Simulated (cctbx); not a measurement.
## Diagnosing a refinement

Cell a = 7.0070 Å, b = 6.5570 Å, c = 3.6680 Å, α = 90.00°, β = 97.71°, γ = 90.00°; space group C2/m (no. 12).

The data are simulated with cctbx, not measured: Mo Kα, λ = 0.71073 Å, to d = 0.84 Å, 50 % of the full sphere, strongest reflection 20000 counts, noise from counting, a 1.5 % proportional error and a noise floor of 8 counts (s.d.); no absorption.

An anisotropic refinement with weights 1/σ² prints:

```text
Rint 0.013, 144 unique reflections to 0.84 A
cycle     R1     wR2    GooF  max shift (A)
   1  0.0200  0.0462   2.924   0.00808
   2  0.0193  0.0421   2.666   0.00000
final R1 0.0193 wR2 0.0421 GooF 2.666  parameters 15  data/parameter 9.6
atom        x        y        z      Ueq    occ   su(xyz)  su(Uiso or U11)
Tl1    0.00000  0.50000  0.50000   0.0073  1.000  0.00000  0.0003
F1     0.79541  0.50000  0.05955   0.0125  1.000  0.00190  0.0031
F2     0.00000  0.80018  0.50000   0.0129  1.000  0.00106  0.0036
difference map: max 5.30 min -0.60 rms 0.28
Q1    0.0000  0.0000  0.0000    2    5.30  2.05 A from F1
Q2    0.2191  0.5000  0.0553    4    0.58  0.42 A from F1
Q3    0.0650  0.5000  0.6591    4    0.49  0.69 A from Tl1
Q4    0.2062  0.0588  0.3214    8    0.43  1.27 A from F1
Q5    0.0000  0.5000  0.5000    2    0.36  0.00 A from Tl1
Q6    0.2248  0.2555  0.6118    8    0.32  1.62 A from F2
```

Q: Accept it or mend it, and why?

Mend it. The fault: an atom left out, Li at (0, 0, 0). Against the right model at the same level, R1 goes from 0.0065 to 0.0193 and GooF from 0.97 to 2.67 and the top difference peak, 5.3 e/Å³, lies 2.05 Å from F1. Q1 is the missing atom. With scattering power missing, scale and phases suffer, so peaks may also grow on the heavy atoms.

The compound is LiTlF4. The right model at the same level gives:

```text
Rint 0.013, 144 unique reflections to 0.84 A
cycle     R1     wR2    GooF  max shift (A)
   1  0.0101  0.0240   1.542   0.00635
   2  0.0065  0.0151   0.969   0.00000
final R1 0.0065 wR2 0.0151 GooF 0.969  parameters 19  data/parameter 7.6
atom        x        y        z      Ueq    occ   su(xyz)  su(Uiso or U11)
Tl1    0.00000  0.50000  0.50000   0.0076  1.000  0.00000  0.0001
F1     0.79542  0.50000  0.05692   0.0130  1.000  0.00070  0.0012
F2     0.00000  0.80003  0.50000   0.0134  1.000  0.00039  0.0014
Li1    0.00000  0.00000  0.00000   0.0222  1.000  0.00000  0.0065
difference map: max 0.33 min -0.40 rms 0.10
Q1    0.1886  0.0626  0.3253    8    0.33  1.38 A from F1
Q2    0.1224  0.5000  0.3020    4    0.29  1.20 A from Tl1
Q3    0.0530  0.5000  0.6899    4    0.29  0.74 A from Tl1
Q4    0.0000  0.5000  0.0000    2    0.27  1.48 A from F1
Q5    0.1439  0.5000  0.6701    4    0.26  1.03 A from F1
Q6    0.0398  0.2690  0.6695    8    0.23  0.79 A from F2
```

The model was made for the exercise: a known structure type with other elements put in, its volume estimated, not relaxed; displacement parameters are assumed.

[Middle refinement cycles are left out of these outputs.]

[Logs are printed without paths, hosts, clocks, repeated set-up lines and the standing remarks that a program may print on its own settings, such as how far it seeks lower states.]
